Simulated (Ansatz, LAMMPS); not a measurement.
# Glassy 54SiO2-18MgO-26ZnO-3NiO (mol %) (99 atoms): a short ab initio trajectory

Aim: follow glassy 54SiO2-18MgO-26ZnO-3NiO (mol %) (99 atoms) for a short time with forces from DFT, then look at structure and electrons in the last frame.

Main program and level: Ansatz 0.2.0; Kohn-Sham DFT, revPBE, PAW (set soft_2), plane waves.

## (1) Set-up

The cell holds 99 atoms: 21 Si, 7 Mg, 10 Zn, 1 Ni and 60 O. Its edges and angles: a = 10.931 Å, b = 10.931 Å, c = 10.931 Å, α = 90.0°, β = 90.0°, γ = 90.0°. 99 atoms (21 Si, 7 Mg, 10 Zn, 1 Ni, 60 O) placed at random at 2.94 g/cm³, melted at 4000 K for 10 ps at fixed volume with the Morse and Coulomb pair potential with partial charges (Pedone, Malavasi, Menziani, Cormack and Segre, J. Phys. Chem. B 110, 11780 (2006)). Quenched from 4000 K to 300 K at 10 K/ps and fixed volume, held 10 ps at zero pressure.

What the set-up can't give: The quench rate of 10 K/ps is orders of magnitude faster than experiment, which tends to freeze in extra defects. The starting topology of bonds comes from the classical model. Without a Hubbard term or exact exchange, open shells on Ni are likely too delocalised. Sampling is at Γ alone, for a cell whose shortest periodic width is 11 Å.

## (2) Dynamics started at 300 K

A Nosé–Hoover thermostat steers the temperature while disturbing the dynamics little. The time step is 1.0 fs.

The input, input.yaml:

```yaml
crystal:
  lattice:
    - [10.93082, 0.0, 0.0]
    - [0.0, 10.93082, 0.0]
    - [0.0, 0.0, 10.93082]
  atoms:
    - { symbol: Si, position: [0.78232, 0.64952, 0.13039] }
    - { symbol: Si, position: [0.31605, 0.18836, 0.16233] }
    - { symbol: Si, position: [0.10181, 0.22247, 0.32512] }
    - { symbol: Si, position: [0.84419, 0.11877, 0.29862] }
    [... 89 atom lines left out ...]
    - { symbol: O, position: [0.29984, 0.53597, 0.139] }
    - { symbol: O, position: [0.23658, 0.15368, 0.28598] }
    - { symbol: O, position: [0.36303, 0.32076, 0.46862] }
    - { symbol: O, position: [0.21544, 0.5619, 0.47117] }
    - { symbol: O, position: [0.29649, 0.21235, 0.85343] }
    - { symbol: O, position: [0.82385, 0.49827, 0.3977] }
magnetization:
  spin_polarized: true
kpoints:
  mp_grid: { grid: [1, 1, 1] }
hamiltonian:
  xc: revpbe
scf:
  occupations: { method: gaussian, width: 0.025 }
output:
  forces: true
md:
  timestep: 1.0
  n_steps: 90
  ensemble: nvt_nose_hoover
  temperature: 300
  initial_velocities: maxwell_boltzmann
  seed: 37
```

On the command line:

```
$ ansatz run input.yaml --threads 8 --pin off --max-ram 15872MiB --backend cpu --events-out ev --progress --plain --runs-dir out
```

It took 5.5 min on 8 threads of AMD EPYC 9R45, shared host; peak memory 3.5 GiB.

The program notes that it switched symmetry off.

Rows from the run:

```
time (fs)  T (K)  potential (meV/atom)  conserved (meV/atom)
      0.0    300                   0.0                  0.00
      6.0    440                 -18.0                 -0.14
     12.0    466                 -21.6                 -0.11
     18.0    406                 -14.2                 -0.06
     24.0    436                 -18.6                 -0.09
     30.0    447                 -20.9                 -0.10
     36.0    419                 -18.1                 -0.08
     42.0    436                 -21.4                 -0.10
     48.0    436                 -22.6                 -0.10
     54.0    419                 -21.7                 -0.08
     60.0    448                 -26.7                 -0.11
     66.0    433                 -26.0                 -0.11
     72.0    402                 -23.3                 -0.09
     78.0    417                 -26.2                 -0.12
     84.0    411                 -26.4                 -0.10
     90.0    421                 -28.7                 -0.13
```

Mean square displacement from the first frame to the last: Si 0.042 Å², Mg 0.070 Å², Zn 0.073 Å², Ni 0.057 Å², O 0.069 Å².

Table of mean square displacement by time lag:

| time lag (fs) | Mg (Å²) | Ni (Å²) | O (Å²) | Si (Å²) | Zn (Å²) |
| --- | --- | --- | --- | --- | --- |
| 1.0 | 3.6e-5 | 1.2e-5 | 6.5e-5 | 4.4e-5 | 1.4e-5 |
| 4.0 | 5.7e-4 | 2.0e-4 | 0.00102 | 7.0e-4 | 2.3e-4 |
| 6.0 | 0.00127 | 4.5e-4 | 0.00226 | 0.00154 | 5.1e-4 |
| 10.0 | 0.00347 | 0.00123 | 0.00586 | 0.00396 | 0.00142 |
| 13.0 | 0.00575 | 0.00205 | 0.00922 | 0.00617 | 0.00239 |
| 17.0 | 0.00949 | 0.00342 | 0.0140 | 0.00922 | 0.00406 |
| 19.0 | 0.0116 | 0.00421 | 0.0164 | 0.0107 | 0.00504 |
| 23.0 | 0.0163 | 0.00597 | 0.0210 | 0.0132 | 0.00730 |
| 26.0 | 0.0200 | 0.00741 | 0.0242 | 0.0148 | 0.00923 |
| 28.0 | 0.0226 | 0.00841 | 0.0264 | 0.0157 | 0.0106 |
| 32.0 | 0.0278 | 0.0105 | 0.0305 | 0.0172 | 0.0137 |
| 35.0 | 0.0318 | 0.0121 | 0.0335 | 0.0183 | 0.0161 |
| 39.0 | 0.0370 | 0.0144 | 0.0376 | 0.0198 | 0.0197 |
| 41.0 | 0.0395 | 0.0155 | 0.0396 | 0.0207 | 0.0216 |
| 45.0 | 0.0443 | 0.0178 | 0.0433 | 0.0225 | 0.0255 |

Over the second half of 90 fs the temperature averages 424 K with swings of 14 K r.m.s. The conserved energy stays within 0.15 meV/atom. From first frame to last Zn has the largest mean square displacement, 0.073 Å² at the end; the farthest move is 0.55 Å. The mean temperature of 424 K lies well off the 300 K of the input, so the thermostat hasn't yet brought the run to equilibrium. The count of bonds goes from 154 in the first frame to 157 in the last, by one set of cutoffs: 1 pairs passed out of them and 4 came within. The run spans 0.09 ps, too short for its means to be equilibrium values.

## (3) Distances and neighbours late in the run

The g(r) is a mean over the second half; what follows it is taken at the last frame.

Density 3.09 g/cm³, 13.19 Å³ an atom.

Mean of 17 frames. Pair distribution functions g(r), in bins of 0.2 Å:

| r (Å) | total | O-O | O-Si | O-Zn | O-Mg | O-Ni | Si-Si |
| --- | --- | --- | --- | --- | --- | --- | --- |
| 1.50 | 0.56 | 0.00 | 2.17 | 0.00 | 0.00 | 0.00 | 0.00 |
| 1.70 | 2.73 | 0.00 | 10.51 | 0.12 | 0.07 | 0.00 | 0.00 |
| 1.90 | 0.77 | 0.00 | 0.12 | 3.25 | 3.61 | 3.19 | 0.00 |
| 2.10 | 0.94 | 0.00 | 0.00 | 4.17 | 4.32 | 5.10 | 0.00 |
| 2.30 | 0.13 | 0.04 | 0.00 | 0.49 | 0.70 | 0.00 | 0.00 |
| 2.50 | 0.56 | 1.35 | 0.00 | 0.46 | 0.00 | 0.00 | 0.00 |
| 2.70 | 1.41 | 3.48 | 0.00 | 0.30 | 0.38 | 0.00 | 0.13 |
| 2.90 | 0.95 | 1.47 | 0.21 | 0.28 | 0.64 | 1.03 | 1.85 |
| 3.10 | 1.02 | 1.17 | 0.20 | 0.37 | 0.68 | 0.00 | 3.54 |
| 3.30 | 0.97 | 0.92 | 0.63 | 0.66 | 1.06 | 0.00 | 1.20 |
| 3.50 | 0.92 | 0.76 | 1.18 | 0.87 | 0.65 | 0.08 | 0.00 |
| 3.70 | 0.93 | 0.72 | 1.40 | 1.04 | 0.72 | 2.30 | 0.00 |
| 3.90 | 0.96 | 0.57 | 1.48 | 1.25 | 1.10 | 0.76 | 0.77 |
| 4.10 | 1.14 | 0.79 | 1.95 | 1.11 | 0.93 | 1.02 | 0.89 |
| 4.30 | 1.10 | 0.74 | 1.49 | 1.49 | 1.65 | 2.22 | 0.91 |
| 4.50 | 1.14 | 0.90 | 0.99 | 1.49 | 1.82 | 1.30 | 1.65 |
| 4.70 | 1.05 | 1.04 | 0.72 | 1.50 | 1.27 | 1.99 | 1.33 |
| 4.90 | 0.99 | 1.27 | 0.69 | 0.95 | 0.82 | 0.71 | 1.07 |
| 5.10 | 1.02 | 1.32 | 0.88 | 0.89 | 0.54 | 0.55 | 0.81 |
| 5.30 | 0.99 | 1.31 | 0.75 | 0.62 | 0.70 | 1.15 | 0.93 |

Bonds by pair of elements; cutoffs follow the first minimum of g(r), held within bounds set by covalent radii, and pairs that aren't listed don't count as bonded:

```
pair A-B  cutoff (Å)  bonds  mean length (Å)  spread (Å)  shortest (Å)  B about A  A about B
    O-Si        2.16     84             1.65       0.046          1.56        1.4          4
    O-Zn        2.43     40             2.05       0.145          1.81      0.667          4
    O-Mg        2.48     29             2.02       0.114          1.79      0.483       4.14
    O-Ni        2.53      4             2.05       0.081          1.97      0.067          4
```

How many atoms have how many bonded neighbours:

| element | mean | 2 | 3 | 4 | 5 |
| --- | --- | --- | --- | --- | --- |
| Mg | 4.14 | 0 | 1 | 4 | 2 |
| Ni | 4 | 0 | 0 | 1 | 0 |
| O | 2.62 | 29 | 25 | 6 | 0 |
| Si | 4 | 0 | 0 | 21 | 0 |
| Zn | 4 | 0 | 3 | 4 | 3 |

Bond angles, per cent of each kind in bins of 5°:

```
angle (°)  O-Si-O  O-Zn-O  O-Mg-O  Si-O-Zn  Mg-O-Si
    60–65     0.0     1.6     0.0      0.0      0.0
    65–70     0.0     1.6     2.1      0.0      0.0
    70–75     0.0     1.6     2.1      0.0      0.0
    75–80     0.0     4.8     2.1      0.0      0.0
    80–85     0.0     6.3    10.6      2.9      0.0
    85–90     0.0    14.3    10.6      2.9      6.9
    90–95     0.8     6.3     6.4      5.9      6.9
   95–100     6.3     9.5    10.6      2.9      0.0
  100–105    16.7     6.3     6.4      8.8      3.5
  105–110    31.0     4.8     6.4      2.9      6.9
  110–115    27.0     6.3    10.6     11.8      6.9
  115–120    11.9     4.8     2.1      8.8     17.2
  120–125     6.3     1.6     6.4      8.8     10.3
  125–130     0.0     6.3     8.5     11.8     13.8
  130–135     0.0     9.5     4.3      8.8      6.9
  135–140     0.0     3.2     0.0      2.9      6.9
  140–145     0.0     3.2     4.3      8.8      0.0
  145–150     0.0     3.2     0.0      5.9      0.0
  150–155     0.0     0.0     2.1      2.9      0.0
  155–160     0.0     0.0     2.1      0.0      6.9
  160–165     0.0     4.8     0.0      2.9      3.5
  165–170     0.0     0.0     2.1      0.0      0.0
  170–175     0.0     0.0     0.0      0.0      3.5
```

Bond angles (no mean is given where the spread exceeds 20°):

| angle | count | mean (°) | spread (°) |
| --- | --- | --- | --- |
| O-Si-O | 126 | 109 | 6.7 |
| O-Zn-O | 63 | - | - |
| O-Mg-O | 47 | - | - |
| Si-O-Zn | 34 | 121 | 18.8 |
| Mg-O-Si | 29 | - | - |

Oxygen atoms by the number of network formers (Si, P, Ge, B, Al, As, Ga) bound to them:

```csv
network formers bound to O,O atoms,per cent
0,3,5
1,30,50
2,27,45
```

Network units: each former by its oxygen neighbours and how many of them bridge to another former:

```
former  O neighbours  bridging O  atoms
    Si             4           1      2
    Si             4           2      8
    Si             4           3      8
    Si             4           4      3
```

Bond length by coordination (bonds to H left out):

```
element  coordination  atoms  mean bond length (Å)
     Mg             3      1                  1.91
     Mg             4      4                  1.99
     Mg             5      2                  2.11
      O             2     29                  1.67
      O             3     25                  1.90
      O             4      6                  2.03
     Zn             3      3                  1.97
     Zn             4      4                  2.04
     Zn             5      3                  2.12
```

Rings of the network by King's shortest-path rule, up to 12 atoms, one path for each pair of neighbours; H, halogens, alkali and alkaline-earth atoms are left out, and the last column divides by all other atoms, bonded or not:

```
ring size (atoms)  rings  per network atom
                4      7             0.076
                6      8             0.087
                8     13             0.141
               10     19             0.207
               12     14             0.152
```

Counting bonds as in the table, 57 % of Mg atoms have 4, all Ni atoms have 4, 48 % of O atoms have 2 and all Si atoms have 4 bonded neighbours. The O-Si-O angle averages 109° with a spread of 7°. Counting bonds to Si alone, not to Ni and Zn, 45 % of the oxygens join two of these atoms and 50 % one; 5 % join none. Rings of 10 atoms are the most common (31 % of those counted); sizes run from 4 to 12, where the search stops.

## (4) Single point at the last frame

The last frame is solved once more, with the analyses that the dynamics left out.

The input, input.yaml:

```yaml
crystal:
  lattice:
    - [10.93082, 0.0, 0.0]
    - [0.0, 10.93082, 0.0]
    - [0.0, 0.0, 10.93082]
  atoms:
    - { symbol: Si, position: [0.81122, 0.64723, 0.133] }
    - { symbol: Si, position: [0.30309, 0.18585, 0.16473] }
    - { symbol: Si, position: [0.09592, 0.22737, 0.33011] }
    - { symbol: Si, position: [0.84348, 0.10824, 0.29954] }
    [... 89 atom lines left out ...]
    - { symbol: O, position: [0.3, 0.52167, 0.14739] }
    - { symbol: O, position: [0.23608, 0.15386, 0.29757] }
    - { symbol: O, position: [0.36302, 0.33062, 0.45809] }
    - { symbol: O, position: [0.21109, 0.56824, 0.45806] }
    - { symbol: O, position: [0.28372, 0.21857, 0.85779] }
    - { symbol: O, position: [0.82753, 0.48449, 0.41328] }
magnetization:
  spin_polarized: true
kpoints:
  mp_grid: { grid: [1, 1, 1] }
hamiltonian:
  xc: revpbe
scf:
  occupations: { method: gaussian, width: 0.025 }
output:
  forces: true
  stress: true
  populations: true
  dos:
    method: { smearing: { sigma: 0.15 } }
    de: 0.1
    projected: { site_lists: { Mg: [Mg], Ni: [Ni], O: [O], Si: [Si], Zn: [Zn] } }
  eigenvalues: true
  write_density: true
  write_potential: true
  volumetric_format: npy
  elf: true
```

Wall time 16 s (8 threads); peak memory 3.3 GiB; 1.9 min of CPU time.

The program notes that the stability of the SCF solution was not settled.

Numbers from this run:

- free energy: -100151.9382 eV
- free energy per atom: -1011.6357 eV/atom
- SCF cycles: 20
- pressure: 1.992 GPa
- r.m.s. force component: 0.8672 eV/Å
- longest force: 3.647 eV/Å
- Fermi energy: 5.142 eV
- gap (highest filled to lowest empty level): 1.346 eV
- total moment: 2 μB
- absolute moment: 2.114 μB
- spilling of the projection: 0.01068

Neighbours are counted within 2.16 Å (O-Si), 2.43 Å (O-Zn), 2.48 Å (O-Mg), 2.53 Å (O-Ni), the cutoffs taken from the dynamics.

Length of the force by element and coordination:

| element | coordination | atoms | mean length of the force (eV/Å) | spread | least | most |
| --- | --- | --- | --- | --- | --- | --- |
| Mg | all | 7 | 0.821 | 0.110 | 0.644 | 0.962 |
| Mg | 3 | 1 | 0.962 | 0 | 0.962 | 0.962 |
| Mg | 4 | 4 | 0.801 | 0.0906 | 0.644 | 0.857 |
| Mg | 5 | 2 | 0.791 | 0.121 | 0.670 | 0.911 |
| Ni | all | 1 | 0.697 | 0 | 0.697 | 0.697 |
| O | all | 60 | 1.26 | 0.728 | 0.282 | 3.65 |
| O | 2 | 29 | 1.24 | 0.639 | 0.446 | 3.03 |
| O | 3 | 25 | 1.33 | 0.826 | 0.282 | 3.65 |
| O | 4 | 6 | 1.11 | 0.664 | 0.300 | 2.10 |
| Si | all | 21 | 1.82 | 0.677 | 0.67 | 3.28 |
| Zn | all | 10 | 0.981 | 0.437 | 0.312 | 2.08 |
| Zn | 3 | 3 | 1.32 | 0.567 | 0.721 | 2.08 |
| Zn | 4 | 4 | 0.908 | 0.172 | 0.666 | 1.14 |
| Zn | 5 | 3 | 0.736 | 0.301 | 0.312 | 0.984 |

Löwdin charges by element and coordination (they lack the spilled electrons, 0.070 e an atom on average):

```csv
element,coordination,atoms,mean charge (e),spread,least,most
Mg,all,7,1.65,0.0184,1.62,1.68
Mg,3,1,1.68,0,1.68,1.68
Mg,4,4,1.63,0.007,1.62,1.64
Mg,5,2,1.65,6.0e-4,1.65,1.65
Ni,all,1,1.16,0,1.16,1.16
O,all,60,-0.932,0.123,-1.27,-0.770
O,2,29,-0.847,0.0838,-1.04,-0.770
O,3,25,-0.981,0.0738,-1.08,-0.823
O,4,6,-1.14,0.0916,-1.27,-1.05
Si,all,21,1.69,0.0565,1.56,1.80
Zn,all,10,1.47,0.0226,1.44,1.51
Zn,3,3,1.48,0.0114,1.47,1.50
Zn,4,4,1.46,0.0216,1.44,1.50
Zn,5,3,1.47,0.0281,1.44,1.51
```

Magnetic moments by element and coordination:

| element | coordination | atoms | mean moment (μB) | spread | least | most |
| --- | --- | --- | --- | --- | --- | --- |
| Mg | all | 7 | 0 | 0 | 0 | 0 |
| Mg | 3 | 1 | 0 | 0 | 0 | 0 |
| Mg | 4 | 4 | 0 | 0 | 0 | 0 |
| Mg | 5 | 2 | 0 | 0 | 0 | 0 |
| Ni | all | 1 | 1.50 | 0 | 1.50 | 1.50 |
| O | all | 60 | 0.005 | 0.0199 | -2.0e-4 | 0.137 |
| O | 2 | 29 | 9.0e-4 | 0.0026 | -1.0e-4 | 0.0137 |
| O | 3 | 25 | 0.0055 | 0.015 | -1.0e-4 | 0.0624 |
| O | 4 | 6 | 0.023 | 0.051 | -2.0e-4 | 0.137 |
| Si | all | 21 | 2.0e-4 | 4.0e-4 | 0 | 0.0015 |
| Zn | all | 10 | 5.0e-4 | 7.0e-4 | 0 | 0.002 |
| Zn | 3 | 3 | 2.0e-4 | 3.0e-4 | 0 | 6.0e-4 |
| Zn | 4 | 4 | 7.0e-4 | 7.0e-4 | 0 | 0.0015 |
| Zn | 5 | 3 | 7.0e-4 | 9.0e-4 | 0 | 0.002 |

Density of states as counts of states in windows of 1 eV (from the Fermi level), total and the larger projections:

```
from (eV)  to (eV)  total up  total down   O p  Zn d  Si p
      -14      -11       0.0         0.0   0.0   0.0   0.0
      -11      -10       2.8         2.8   3.7   0.0   0.2
      -10       -9       6.5         6.5   8.6   0.1   0.8
       -9       -8       7.0         7.0   9.7   0.4   1.4
       -8       -7      13.1        13.1  17.5   3.2   3.4
       -7       -6      32.9        32.6  26.5  32.4   3.6
       -6       -5      41.3        41.2  33.3  41.3   3.4
       -5       -4      33.8        33.5  47.7  11.5   3.0
       -4       -3      35.7        35.5  60.7   4.3   1.8
       -3       -2      33.2        33.2  58.5   3.2   1.1
       -2       -1      25.9        23.1  41.4   2.4   0.6
       -1        0       2.8         4.6   4.9   0.3   0.1
        0        1       0.0         1.7   0.3   0.0   0.0
        1        2       0.9         1.2   0.2   0.0   0.0
        2        3       0.1         0.2   0.0   0.0   0.0
        3        4       4.7         4.6   1.6   0.1   0.6
        4        5       7.1         6.9   1.9   0.1   1.7
```

Between -26 and -14 eV lie 120 more states.

The stored curve holds about 588 of the 652 electrons; the rest, give or take the few that broadening carries across the Fermi level, lie in deeper levels below its range.

The levels nearest the highest filled one (over half full), pooled over k-points and spins:

```
level less the highest filled one (eV)  occupation
                                -0.278           1
                                -0.264           1
                                -0.206           1
                                -0.160           1
                                -0.147           1
                                     0           1
                                  1.35           0
                                  1.64           0
                                  2.54           0
                                  2.58           0
                                  3.89           0
                                  3.92           0
```

Mean Löwdin charges: Mg +1.65, Ni +1.16, O -0.93, Si +1.69, Zn +1.47 e (they miss 1.1 % of the electrons, so they add up to more than the cell's charge). The cell holds a total moment of 2 μB.

## (5) Outcome

- mean temperature, second half: 423.9 K
- temperature swing, second half: 14.25 K
- slope of the conserved energy against time, by least squares: -0.2685 meV/atom/ps
- free energy per atom: -1011.6357 eV/atom
- pressure: 1.992 GPa
- r.m.s. force component: 0.8672 eV/Å
- gap (highest filled to lowest empty level): 1.346 eV
- wall time of the 2 DFT runs: 5.8 min

Over the second half of 90 fs the temperature averages 424 K with swings of 14 K r.m.s. The conserved energy stays within 0.15 meV/atom. The mean temperature of 424 K lies well off the 300 K of the input, so the thermostat hasn't yet brought the run to equilibrium. The count of bonds goes from 154 in the first frame to 157 in the last, by one set of cutoffs: 1 pairs passed out of them and 4 came within. The run spans 0.09 ps, too short for its means to be equilibrium values. Counting bonds as in the table, 57 % of Mg atoms have 4, all Ni atoms have 4, 48 % of O atoms have 2 and all Si atoms have 4 bonded neighbours. Counting bonds to Si alone, not to Ni and Zn, 45 % of the oxygens join two of these atoms and 50 % one; 5 % join none.

Between filled and empty levels lie 1.35 eV (at Γ alone); a semilocal functional tends to put such gaps too low. In a disordered cell it changes from sample to sample, and tail or defect levels can set it. The cell holds a total moment of 2 μB.

What to keep in mind: The starting topology of bonds comes from the classical model; in DFT 1 of its 154 bonded pairs passed out of the cutoffs and 4 came within them. The run was spin polarised, started with a moment on one atom, ending at 2.0 μB in the cell; that starting order needn't be the real material's, and it bears on forces, charges and levels. With open d shells in the cell, the gap can be one between d levels of these ions, not the gap of the host. The pressure of 2.0 GPa is that of one thermal frame at a volume set beforehand, without the kinetic term.

[Logs are printed without paths, hosts, clocks, repeated set-up lines and the standing remarks that a program may print on its own settings, such as how far it seeks lower states.]

[Hosts, paths, dates, database ids (printed as entryN), source tags and the programs' standing remarks are cut or masked in the printed files.]
